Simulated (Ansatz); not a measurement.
**How the geometry moves the gap of KF (Carobbiite)**

Aim: gaps of KF (Carobbiite) at the database cell and after a full relaxation.

Main program and level: Ansatz 0.2.0; PBE, HSE06 and G0W0, plane waves, PAW.

## Step 1: Set-up

It takes space group Fm-3m (No. 225, cubic). Conventional cell: a = 5.344 Å, b = 5.344 Å, c = 5.344 Å, α = 90.00°, β = 90.00°, γ = 90.00°. Nearest to K lie 6 F at 2.67 Å. Nearest to F lie 6 K at 2.67 Å. Farther neighbours and most contacts between anions are not listed.

As a file:

```cif
data_structure
_symmetry_space_group_name_H-M 'P 1'
_symmetry_Int_Tables_number 1
_cell_length_a 3.7786
_cell_length_b 3.7786
_cell_length_c 3.7786
_cell_angle_alpha 60.000
_cell_angle_beta 60.000
_cell_angle_gamma 60.000
_cell_volume 38.15
loop_
_atom_site_label
_atom_site_type_symbol
_atom_site_fract_x
_atom_site_fract_y
_atom_site_fract_z
_atom_site_occupancy
K1 K 0.00000 0.00000 0.00000 1
F2 F 0.50000 0.50000 0.50000 1
```

The cell and positions come from the Crystallography Open Database and are kept as given unless a step says otherwise.

## Step 2: PBE bands at the given cell

Levels along a band path, at the cheap level, show where the edges lie and whether the meshes to come will hold them.

This step: DFT, PBE, plane waves, PAW; PAW set soft_1.

Contents of input.yaml:

```yaml
crystal:
  lattice:
    - [0.0, 2.67185, 2.67185]
    - [2.67185, 0.0, 2.67185]
    - [2.67185, 2.67185, 0.0]
  atoms:
    - { symbol: K, position: [0.0, 0.0, 0.0] }
    - { symbol: F, position: [0.5, 0.5, 0.5] }
kpoints:
  mp_grid: { grid: [8, 8, 8] }
  band_path:
    path:
      - [[0.0, 0.0, 0.0], [0.5, 0.0, 0.5], [0.625, 0.25, 0.625]]
      - [[0.375, 0.375, 0.75], [0.0, 0.0, 0.0], [0.5, 0.5, 0.5], [0.5, 0.25, 0.75], [0.5, 0.0, 0.5]]
    npoints: 10
hamiltonian:
  xc: pbe
  pseudopotentials: { kind: paw, azcp: { folder: soft_1 } }
scf:
  occupations: { method: fermi_dirac, width: 0.02 }
  n_extra_bands: 4
output:
  eigenvalues: true
```

Run with:

```
$ ansatz run input.yaml --threads 24 --pin off --max-ram 82944MiB --backend cuda --events-out ev --progress --plain --runs-dir out --devices 1 --max-vram 78GiB
```

Numbers of over 12 decimals in the logs are rounded to 6 here.

The program printed:

```text
scf.n_extra_bands = 4 over 8 filled bands (N_el = 16.0): the run solves 12 bands
GPUs: using 1 of 1 available (devices: 1).
Engine: ansatz 0.2.0, aarch64-unknown-linux-gnu
Pseudopotentials: kind: paw
Pseudopotential: K, paw, valence charge 9, recommended cutoff 420 eV (normal), soft_1/K.paw.azcp
Pseudopotential: F, paw, valence charge 7, recommended cutoff 420 eV (normal), soft_1/F.paw.azcp
Functional definition: PBE
  parameter kappa = 0.804
  parameter beta = 0.066725
  exchange = pbe_x(kappa = kappa, mu = beta*pi^2/3)
  correlation = pbe_c(beta = beta)
device memory: the entry about to start is reckoned to put 0.7 GiB on a device that reports 182.4 GiB free (of which the cap on the GPU budget leaves the run 78.0 GiB)
GPU FFT provider: cuFFT
GPU libraries: cuBLAS 13.8.1, cuFFT 12.4.0, cuSOLVER 12.3.2
GPU matrix products: emulated (plane waves: as basis.precision tells), large ones in fixed point in workspaces of 1.00 GiB
Crystal: 2 atoms, lattice volume = 38.148 Å³
Basis set: ecut = 420 eV, 725 PW (Γ)
Bands: 12, of which v1, the nominal top of the filled ones, is band 8 counted from 1 (7 counted from 0)
Symmetry: 48 space group operations
Space group: Fm-3m (ITA 225), of the structure as read, at distance tolerance 3.4e-5 Å
k-points: 29 of 512
Non-local potential: K, projectors of the file, l = 0: 3, l = 1: 2, l = 2: 2
Non-local potential: F, projectors of the file, l = 0: 2, l = 1: 2, l = 2: 1
PAW form: soft (Blöchl's): semilocal exchange-correlation on the pseudo side does not see the compensation charge
PAW one-centre angular grid: K, 110 points (default); XC on 64 Gauss nodes
PAW one-centre angular grid: F, 110 points (default); XC on 64 Gauss nodes
Initial density: superposition of atomic densities (chi_scale 0.1, normalization cell, long waves kept (reshape's long-wave potential 0.00 eV rms))
Initial wavefunctions: pseudopotential atomic-orbital guess
GPU buffer pool allocated for 19683 grid points (all kernels)
GPU transforms: local potential and band sums: pruned to the plane-wave sphere, on 25×25×25
Functional: x = pbe(κ = 0.804, μ = 0.219515), c = pbe(β = 0.066725)
SCF iter   1: F=—  HF=-2351.883716 eV  |F-HF|=—  |Δ(HF+E_count)|=         —  Δρ=1.97e-1  dr2=1.28e1  ethr=3.10e-3  ⟨swp⟩=6.8  Hψ=2423  notcnv=0
preconditioner: auto → none  [insulator: Δε(μ)=2.264 eV  Ē_g=15.953 eV  σ=0.020 eV  W_gap=1.00  n_scr=14 (ndim 8)  ℏωp=22.5 eV  f_vac=0.000  D(μ)=0.00/eV (n_scr^D=0)  ε∞_Penn≈3.0]
SCF iter   2: F=—  HF=-2348.878973 eV  |F-HF|=—  |Δ(HF+E_count)|=    3.00e0  Δρ=2.74e-2  dr2=3.56e-1  ethr=3.10e-3  ⟨swp⟩=3.2  Hψ=1037  notcnv=0
SCF iter   3: F=—  HF=-2348.803159 eV  |F-HF|=—  |Δ(HF+E_count)|=   7.58e-2  Δρ=9.18e-3  dr2=2.38e-2  ethr=2.23e-3  ⟨swp⟩=2.6  Hψ=556  notcnv=0
SCF iter   4: F=—  HF=-2348.801728 eV  |F-HF|=—  |Δ(HF+E_count)|=   1.43e-3  Δρ=3.09e-3  dr2=3.18e-3  ethr=1.49e-4  ⟨swp⟩=2.7  Hψ=579  notcnv=0
SCF iter   5: F=—  HF=-2348.800911 eV  |F-HF|=—  |Δ(HF+E_count)|=   8.16e-4  Δρ=1.23e-3  dr2=6.20e-4  ethr=1.99e-5  ⟨swp⟩=2.8  Hψ=526  notcnv=0
SCF iter   6: F=—  HF=-2348.800759 eV  |F-HF|=—  |Δ(HF+E_count)|=   1.52e-4  Δρ=3.99e-4  dr2=6.91e-5  ethr=3.87e-6  ⟨swp⟩=2.0  Hψ=399  notcnv=0
SCF iter   7: F=—  HF=-2348.800742 eV  |F-HF|=—  |Δ(HF+E_count)|=   1.77e-5  Δρ=2.80e-5  dr2=4.73e-7  ethr=4.32e-7  ⟨swp⟩=2.0  Hψ=476  notcnv=0
SCF iter   8: F=-2348.800741 eV  HF=-2348.800741 eV  |F-HF|=2.47e-8  |Δ(HF+E_count)|=   6.64e-8  Δρ=8.84e-6  dr2=3.05e-8  ethr=6.25e-10  ⟨swp⟩=3.8  Hψ=1418  notcnv=0
SCF 1 converged in 8 iterations: F = -2348.800741 eV  dr2 = 3.05e-8
[...]
device memory: the entry about to start is reckoned to put 0.7 GiB on a device that reports 181.8 GiB free (of which the cap on the GPU budget leaves the run 78.0 GiB)
NSCF: frozen V_eff on 62 k-points, pencils in batches of 32, up to order 56
SCF converged after 8 iterations
Free energy (F): -2348.800741 eV
Harris-Foulkes:  -2348.800741 eV  (|F-HF|=2.47e-8)
Internal energy: -2348.800741 eV  (E = F + TS)
E sigma→0 (E₀):  -2348.800741 eV
Fermi energy:    4.569067 eV
--- Per-component energies (eV) ---
  E_band       = -125.310044
  E_kinetic    = 454.183313
  E_local      = -1116.489691  (includes V_loc(G=0)·N_el)
  E_nonlocal   = 99.668119
  E_hartree    = 402.680935
  E_xc         = -213.930443
  E_vxc        = -266.065571  (∫ρ·V_xc dr)
  E_paw        = -986.851735  (= ΣΔE_a)
  E_vpaw       = -101.963154  (= ΣTr[D̂ρ^β])
  E_aug_tail   = 0.000699  (compensation charges beyond the density's cutoff)
  E_ewald      = -988.061939
  E_smearing   = -0.000000  (= −TS)
  E_closure    = -0.000000  (closes the sum)
  Σ components = -2348.800741   (vs F -2348.800741, Δ=0.00e0)
--- Band table (eV; the first three rows and the last of 29) ---
  k-point 0: bands = [... 4 lower, -7.9215, 1.4511, 1.4511, 1.4511, 7.6334, 12.1281, 12.1281, 12.1281]
  k-point 1: bands = [... 4 lower, -7.9270, 1.3116, 1.3984, 1.3984, 8.0657, 11.8832, 12.3336, 12.3336]
  k-point 2: bands = [... 4 lower, -7.9400, 1.0159, 1.2740, 1.2740, 9.1437, 11.5450, 12.8407, 12.8407]
  k-point 28: bands = [... 4 lower, -8.0089, 1.0480, 1.2888, 1.2888, 11.1900, 11.1900, 12.6424, 14.7919]
```

Elapsed: 1.6 s, on 1 × NVIDIA GB200 (shared by 2 runs) with 24 threads of Arm Neoverse V2, shared host; peak memory 0.95 GiB; 1.9 s of CPU time.

Reading the cycles: dr2 is the Hartree energy of the density residual (eV), the measure of convergence; HF is the Harris–Foulkes estimate of the energy, which meets the free energy F at convergence.

Numbers from this step:

```yaml
filled_bands: 8
gap: 6.182 eV
valence_top_at: Γ
conduction_bottom_at: Γ
least_direct_gap: 6.182 eV
```

The gap is direct, at Γ.

## Step 3: The relaxed cell

Cell and ions were relaxed with PBE; that run is not shown. It left this cell:

The structure is cubic, space group Fm-3m (No. 225). Conventional cell: a = 5.420 Å, b = 5.420 Å, c = 5.420 Å, α = 90.00°, β = 90.00°, γ = 90.00°. Nearest to K lie 6 F at 2.71 Å. Nearest to F lie 6 K at 2.71 Å. Farther neighbours and most contacts between anions are not listed.

## Step 4: PBE at the relaxed cell

The cell differs from the one that the last finished run ended in (a 3.779 → 3.832 Å, b 3.779 → 3.832 Å, c 3.779 → 3.832 Å).

input.yaml: that of step 2 with these lines changed.

```diff
@@ -2,5 +2,5 @@
   lattice:
-    - [0.0, 2.67185, 2.67185]
-    - [2.67185, 0.0, 2.67185]
-    - [2.67185, 2.67185, 0.0]
+    - [0.0, 2.7099001802, 2.7099001802]
+    - [2.7099001802, 0.0, 2.7099001802]
+    - [2.7099001802, 2.7099001802, 0.0]
   atoms:
```

The program printed:

```text
[...]
GPUs: using 1 of 1 available (devices: 1).
[...]
GPU FFT provider: cuFFT
GPU libraries: cuBLAS 13.8.1, cuFFT 12.4.0, cuSOLVER 12.3.2
[...]
Crystal: 2 atoms, lattice volume = 39.801 Å³
Basis set: ecut = 420 eV, 749 PW (Γ)
Bands: 12, of which v1, the nominal top of the filled ones, is band 8 counted from 1 (7 counted from 0)
[... 1 set-up line as in the run before ...]
[...]
Fermi energy:    4.174678 eV
[...]
--- Band table (eV; the first three rows and the last of 29) ---
  k-point 0: bands = [... 4 lower, -8.3568, 1.1658, 1.1658, 1.1658, 7.1301, 11.7215, 11.7215, 11.7215]
  k-point 1: bands = [... 4 lower, -8.3618, 1.0342, 1.1181, 1.1181, 7.5468, 11.4780, 11.9179, 11.9179]
  k-point 2: bands = [... 4 lower, -8.3740, 0.7555, 1.0058, 1.0058, 8.5956, 11.1252, 12.3998, 12.3998]
  k-point 28: bands = [... 4 lower, -8.4383, 0.7930, 0.9928, 0.9928, 10.7573, 10.7573, 12.1210, 14.2015]
[key lines of the parts left out:]
SCF converged after 8 iterations
Free energy (F): -2348.807608 eV
```

It took 1.8 s on 1 × NVIDIA GB200 (shared by 2 runs) with 24 threads; peak memory 0.93 GiB; 1.8 s of CPU time.

This step gave:

- gap: 5.964 eV
- valence top at: Γ
- conduction bottom at: Γ
- least direct gap: 5.964 eV

The gap is direct, at Γ.

## Step 5: HSE06 at the relaxed cell

HSE06 mixes in a quarter of exact exchange at short range. Exchange couples all pairs of k points, which makes a full band path dear, so levels are read on the mesh and at chosen points.

This step: DFT, HSE06, plane waves, PAW; PAW set soft_1.

input.yaml, the sections that differ from step 4:

```yaml
kpoints:
  mp_grid: { grid: [6, 6, 6] }
  band_path:
    path:
      - [0.0, 0.0, 0.0]
      - [0.5, 0.0, 0.5]
      - [0.625, 0.25, 0.625]
      - [0.375, 0.375, 0.75]
      - [0.5, 0.5, 0.5]
      - [0.5, 0.25, 0.75]
    npoints: 1
hamiltonian:
  xc: hse06
  pseudopotentials: { kind: paw, azcp: { folder: soft_1 } }
scf:
  occupations: { method: fixed }
  n_extra_bands: 4
# crystal, output: as in step 4
```

The program printed:

```text
[...]
GPUs: using 1 of 1 available (devices: 1).
[...]
davidson cushion auto → on  (no smearing: the cushion is to keep the highest requested band from converging to the state above it; pin scf.eigensolver.cushion to override)
[...]
GPU FFT provider: cuFFT
GPU libraries: cuBLAS 13.8.1, cuFFT 12.4.0, cuSOLVER 12.3.2
[...]
Crystal: 2 atoms, lattice volume = 39.801 Å³
Basis set: ecut = 420 eV, 749 PW (Γ)
[...]
E sigma→0 (E₀):  -2349.491591 eV
Fermi energy:    -0.415324 eV
[...]
--- Band table (eV; the first three rows and the last of 16) ---
  k-point 0: bands = [... 4 lower, -10.0628, -0.4153, -0.4153, -0.4153, 7.5312, 12.4727, 12.4727, 12.4727]
  k-point 1: bands = [... 4 lower, -10.0704, -0.6234, -0.4965, -0.4965, 8.2551, 12.0161, 12.8393, 12.8393]
  k-point 2: bands = [... 4 lower, -10.0853, -0.9860, -0.6548, -0.6548, 9.8415, 11.6483, 13.5812, 13.5812]
  k-point 15: bands = [... 4 lower, -10.1706, -0.7154, -0.6080, -0.5332, 10.5714, 12.1472, 12.6456, 15.3345]
[key lines of the parts left out:]
Free energy (F): -2349.491591 eV
```

Elapsed: 4 s, on 1 × NVIDIA GB200 (shared by 2 runs) with 24 threads; peak memory 1.1 GiB; 10 s of CPU time.

Numbers from this step:

```
gap                  : 7.946 eV
valence top at       : Γ
conduction bottom at : Γ
least direct gap     : 7.946 eV
```

The gap stands +1.98 eV against PBE.

## Step 6: G0W0 at the relaxed cell

Now the one-shot GW correction: screening in the RPA, then the self-energy of the levels asked for. This step takes PAW set soft_1 files.

This step: G0W0 on PBE, plane waves, PAW; PAW set soft_1.

Contents of input.yaml:

```yaml
crystal:
  lattice:
    - [0.0, 2.7099001802, 2.7099001802]
    - [2.7099001802, 0.0, 2.7099001802]
    - [2.7099001802, 2.7099001802, 0.0]
  atoms:
    - { symbol: K, position: [0.0, 0.0, 0.0] }
    - { symbol: F, position: [0.5, 0.5, 0.5] }
kpoints:
  mp_grid: { grid: [6, 6, 6] }
hamiltonian:
  xc: pbe
  pseudopotentials: { kind: paw, azcp: { folder: soft_1 } }
scf:
  occupations: { method: fixed }
gw:
  n_empty_bands: 118
  ecut_chi: 120
  qp_bands: [v2, c2]
  qp_kpoints: band_edges
  screening: { model: contour_deformation }
```

The program printed:

```text
GPUs: using 1 of 1 available (devices: 1).
[...]
Crystal: 2 atoms, lattice volume = 39.801 Å³
Basis set: ecut = 420 eV, 749 PW (Γ)
Bands: 12, of which v1, the nominal top of the filled ones, is band 8 counted from 1 (7 counted from 0)
[... 1 set-up line as in the run before ...]
[...]
k-points: 16 of 216
[...]
3     9     10.0662    -7.1180    -2.8336   -11.7544  0.8727    11.8909    11.8690  root
[...]
15     7      0.9597   -30.0047     5.2737   -22.3348  0.7880    -1.5158    -1.4366  root
    15     8      1.0395   -30.2701     5.3364   -22.5601  0.7869    -1.4115    -1.3342  root
    15     9     10.0291    -4.5871    -3.0737    -9.4220  0.8855    11.8104    11.7903  root
    15    10     11.5713    -5.8250    -3.1445   -10.7555  0.8725    13.3833    13.3572  root
[key lines of the parts left out:]
SCF converged after 9 iterations
Free energy (F): -2348.807657 eV
Fermi energy:    1.166017 eV
```

Wall time 4.1 s (1 × NVIDIA GB200 (shared by 2 runs) with 24 threads); peak memory 1.2 GiB; 11 s of CPU time.

Numbers from this step:

| Property | Result |
| --- | --- |
| bands summed | 126 |
| RPA ε∞ on this mesh (eigenvalues) | 1.876, 1.876, 1.876 |
| plane waves in the screening matrix | 113 |
| G0W0 gap on the mesh | 9.340 eV |
| k of the valence top | 0, 0, 0 |
| k of the conduction bottom | 0, 0, 0 |
| starting gap on the mesh | 5.964 eV |
| least direct G0W0 gap on the computed points | 9.340 eV |

The gap on the mesh goes from 5.96 eV to 9.34 eV, a correction of +3.38 eV. Between the two edge states, bare exchange in place of the xc potential would open the gap by 11.70 eV, and correlation takes back 8.32 eV.

## Step 7: G0W0 at the given cell

input.yaml, the sections that differ from step 6:

```yaml
crystal:
  lattice:
    - [0.0, 2.67185, 2.67185]
    - [2.67185, 0.0, 2.67185]
    - [2.67185, 2.67185, 0.0]
  atoms:
    - { symbol: K, position: [0.0, 0.0, 0.0] }
    - { symbol: F, position: [0.5, 0.5, 0.5] }
gw:
  n_empty_bands: 113
  ecut_chi: 120
  qp_bands: [v2, c2]
  qp_kpoints: band_edges
  screening: { model: contour_deformation }
# kpoints, hamiltonian, scf: as in step 6
```

The program printed:

```text
GPUs: using 1 of 1 available (devices: 1).
[...]
Crystal: 2 atoms, lattice volume = 38.148 Å³
Basis set: ecut = 420 eV, 725 PW (Γ)
Bands: 12, of which v1, the nominal top of the filled ones, is band 8 counted from 1 (7 counted from 0)
[... 1 set-up line as in the run before ...]
[...]
k-points: 16 of 216
[...]
1    10     11.7506    -5.0473    -3.3794   -10.5893  0.8820    13.9458    13.9133  root
[...]
15     7      1.2594   -30.1333     5.2711   -22.4698  0.7910    -1.2074    -1.1330  root
    15     8      1.3334   -30.3738     5.3360   -22.6669  0.7898    -1.1104    -1.0376  root
    15     9     10.4060    -4.6988    -3.1310    -9.5948  0.8857    12.1902    12.1710  root
    15    10     12.0721    -5.9538    -3.2236   -10.9959  0.8727    13.9164    13.8906  root
[key lines of the parts left out:]
SCF converged after 9 iterations
Free energy (F): -2348.800704 eV
Fermi energy:    1.451312 eV
```

It took 3.4 s on 1 × NVIDIA GB200 (shared by 2 runs) with 24 threads; peak memory 1.2 GiB; 11 s of CPU time.

This step gave:

```
bands summed                                 : 121
RPA ε∞ on this mesh (eigenvalues)            : 1.902, 1.902, 1.902
plane waves in the screening matrix          : 113
G0W0 gap on the mesh                         : 9.556 eV
k of the valence top                         : 0, 0, 0
k of the conduction bottom                   : 0, 0, 0
starting gap on the mesh                     : 6.182 eV
least direct G0W0 gap on the computed points : 9.556 eV
```

The gap on the mesh goes from 6.18 eV to 9.56 eV, a correction of +3.37 eV. Between the two edge states, bare exchange in place of the xc potential would open the gap by 11.77 eV, and correlation takes back 8.40 eV.

## Step 8: Together

G0W0 rows are gaps on the mesh, lowered by the amount that the mesh misses the start's edges, a rough step that assumes the same correction there.

```csv
level,given cell (eV),relaxed cell (eV),change (eV)
PBE,6.18,5.96,−0.22
HSE06,-,7.95,-
G0W0@PBE,9.56,9.34,−0.22
```

## Step 9: Summary of results

| Property | Result |
| --- | --- |
| volume change | +4.3 % |
| PBE, given cell | 6.18 eV |
| PBE, relaxed cell | 5.96 eV |
| HSE06, relaxed cell | 7.95 eV |
| G0W0@PBE, relaxed cell | 9.34 eV |
| G0W0@PBE, given cell | 9.56 eV |
| known limits | not at the basis limit |

**Reading.** Relaxation changes the volume by +4.3 % and the gap by −0.22 eV (PBE) and −0.22 eV (G0W0@PBE). Bands and cutoff are finite, so the gap is not at the basis limit. The miss can reach some tenths of an eV and take either sign; the mesh is an error of its own.

[Paths, hosts, dates, memory and timing lines, banners, echoed tables and standing remarks are left out of the program output.]

[Logs are printed without paths, hosts, clocks, repeated set-up lines and the standing remarks that a program may print on its own settings, such as how far it seeks lower states.]

[Runs of the session that timed out or met a known fault of the program may be left out.]

[Cells called generated may have been cut or substituted from an entry of the Crystallography Open Database or the Materials Project.]

[Hosts, paths, dates, database ids (printed as entryN), source tags and the programs' standing remarks are cut or masked in the printed files.]
